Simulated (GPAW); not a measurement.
# Surface energy and work function of Ir(110) from slabs of 4 to 14 layers (RPBE)

How do energy and work function of Ir(110) films settle with thickness, and what surface energy follows?

How it was computed: GPAW 26.7.0, plane waves at 450 eV with PAW setups; symmetric 1×1 slabs cut at the tabulated lattice constant (two decimals; low-temperature values for the alkali metals), atoms at bulk places, 7.5 Å of vacuum on each side, one in-plane mesh for all thicknesses, Fermi-Dirac smearing of 0.1 eV. Energies are extrapolated to zero smearing and count from the program's reference atoms. Functional RPBE. The cell's area is 10.427 Å².

The runs, one held back:

| layers | energy (eV) | work function (eV) |
| --- | --- | --- |
| 4 | −31.2212 | 4.80 |
| 5 | −40.0681 | 4.83 |
| 6 | −48.8766 | 4.91 |
| 7 | −57.5944 | 4.87 |
| 8 | −66.3287 | 4.85 |
| 9 | −75.0419 | 4.94 |
| 10 | −83.7756 | 4.88 |
| 11 | −92.4848 | 4.88 |
| 12 | −101.2162 | 4.90 |
| 14 | ? | ? |

To predict: What surface energy do these runs give, and what energy and work function should the 14-layer slab have?

Worked answer. A slab of n layers has E(n) = nε + 2Aγ once its middle is bulk-like. A line through n = 6 to 12 has the slope ε = −8.7231 eV a layer and the intercept 2Aγ = 3.4623 eV (r.m.s. residual 5.0 meV). So γ = 3.4623 / (2 × 10.427 Å²) = 0.1660 eV/Å² = 2.66 J/m², with a standard error of about 0.01 J/m² from the scatter about the line. For 14 layers: 3.4623 + 14 × (−8.7231) = −118.661 eV; the run gives −118.687 eV, 26.3 meV under the line. The work function has no such law: from 6 to 12 layers it moves between 4.85 and 4.94 eV (mean 4.89), and the 14-layer slab gives 4.87 eV. The thinnest slab, 4 layers, lies −0.09 eV from that mean. The values go up and down with thickness, as expected where levels confined across the film cross the Fermi level one by one. The measured value for this face is 5.42 eV (“Anisotropic work function of elemental crystals” (2019, arxiv:1902.07811)), for a face that reconstructs.

**Limits.** The surfaces are unrelaxed, so γ is an upper bound for this functional and lattice constant. The tabulated lattice constant isn't the functional's own, which strains the slab a little. Spin-orbit coupling is left out.
